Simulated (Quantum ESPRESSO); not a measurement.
# GaP, zinc blende: band edges under a change of volume

How fast do the gaps move when the cell is scaled evenly?

Calculated with Quantum ESPRESSO 7.5, PBEsol, PseudoDojo 0.4.1 norm-conserving potentials, cutoff 1170 eV, Fermi–Dirac smearing 0.02 eV, k-mesh 9×9×9, no spin polarisation, no spin-orbit coupling.

Reference cell, relaxed at zero pressure with PBEsol (F-43m): a = 3.8463 Å, b = 3.8463 Å, c = 3.8463 Å, α = 60.00°, β = 60.00°, γ = 60.00°.

```
atom       x       y       z
  Ga  0.0000  0.0000  0.0000
   P  0.7500  0.7500  0.7500
```

Levels are read on the k-mesh and along lines from Γ to X = (0.5, 0, 0.5), L = (0.5, 0.5, 0.5), K = (0.375, 0.375, 0.75) and W = (0.5, 0.25, 0.75) in the reciprocal basis of this cell (the letters only name these points), and count from the highest filled level.

| ln(V/V0) | gap (eV) | direct gap at Γ (eV) | lowest empty along Γ–X (Γ left out) (eV) | lowest empty at L (eV) |
| --- | --- | --- | --- | --- |
| −0.0619 | 1.340 | 2.298 | 1.340 | 1.787 |
| −0.0202 | 1.422 | 1.952 | 1.422 | 1.660 |
| 0.0000 | 1.458 | 1.785 | 1.458 | 1.599 |
| 0.0198 | 1.492 | 1.624 | 1.492 | 1.540 |
| 0.0392 | 1.467 | 1.467 | 1.524 | 1.481 |
| 0.0583 | 1.315 | 1.315 | 1.553 | 1.425 |

**Question.** Fit the lowest empty level at L and give it at ln(V/V0) = −0.0408, a row left out above.

A straight line through the 6 rows: the means are 0.005867 for ln(V/V0) and 1.582 for the level, Σ(Δx)² = 0.009361 and ΣΔxΔy = −0.02821, so the slope is −0.02821/0.009361 = −3.0136 and the intercept 1.582 − (−3.0136)(0.005867) = 1.5997.

The slope is the volume deformation potential of this gap, −3.01 eV, as a mean over the range. The line gives 1.723 eV. The run itself gives 1.723 eV, so the estimate misses by 0.000 eV, a rounding's worth.

The lowest empty level changes place along the table: along Γ–X (Γ left out) at −0.0619, at Γ at 0.0392.

The gap is direct at Γ at ln(V/V0) = 0.0392 and 0.0583 and indirect in the other rows. Semilocal functionals give gaps that are too small, and the error differs from valley to valley, so the order of close valleys can be wrong too.

[Logs are printed without paths, hosts, clocks, repeated set-up lines and the standing remarks that a program may print on its own settings, such as how far it seeks lower states.]
